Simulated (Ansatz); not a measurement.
Consider PaBr4 (I4_1/amd).

It takes space group I4_1/amd (No. 141, tetragonal). Conventional cell: a = 8.824 Å, b = 8.824 Å, c = 7.957 Å, α = 90.00°, β = 90.00°, γ = 90.00°. Nearest to Pa lie 8 Br at 2.77 to 3.07 Å. Br has 2 Pa at 2.77 to 3.07 Å nearest. Farther neighbours and most contacts between anions are not listed.

```
Pa Br
1.0
    -4.41200    4.41200    3.97850
     4.41200   -4.41200    3.97850
     4.41200    4.41200   -3.97850
Pa Br
2 8
Direct
  0.00000 0.00000 0.00000
  0.75000 0.25000 0.50000
  0.23600 0.92900 0.30700
  0.67900 0.87200 0.19300
  0.62200 0.92900 0.69300
  0.67900 0.48600 0.80700
  0.51400 0.32100 0.19300
  0.07100 0.76400 0.69300
  0.12800 0.32100 0.80700
  0.07100 0.37800 0.30700
```

The cell and positions come from the Crystallography Open Database and are kept as given unless a step says otherwise. The program's search for lower electronic states was switched off, so nothing shows that the state found is the lowest. Spin-orbit coupling is left out unless a run names it. PAW set soft_2, made with PBE.

A constrained-RPA run (Ansatz 0.2.0; non-magnetic LDA; Pa f, bands v1 to c13, 2×2×2 mesh, medium accuracy) builds 14 functions on bands 0.62 eV wide, with 2.0 electrons in the window. The bare on-site interaction is 15.3 eV and the bare J 0.44 eV.

What U and J survive the screening?

On the Pa f shell, U = 3.42 eV (22 % of the bare value), U′ = 2.78 eV, J = 0.31 eV.

The parent state is non-magnetic and the interaction static (zero frequency); U depends on the window and the orbitals, so it belongs to this model alone. Spin-orbit coupling, which is strong for atoms this heavy, is left out. Coarse meshes can leave U off its limit, most where the target bands are metallic.

[Paths, hosts, dates, memory and timing lines, banners, echoed tables and standing remarks are left out of the program output.]

[Logs are printed without paths, hosts, clocks, repeated set-up lines and the standing remarks that a program may print on its own settings, such as how far it seeks lower states.]

[Runs of the session that timed out or met a known fault of the program may be left out.]

[Hosts, paths, dates, database ids (printed as entryN), source tags and the programs' standing remarks are cut or masked in the printed files.]
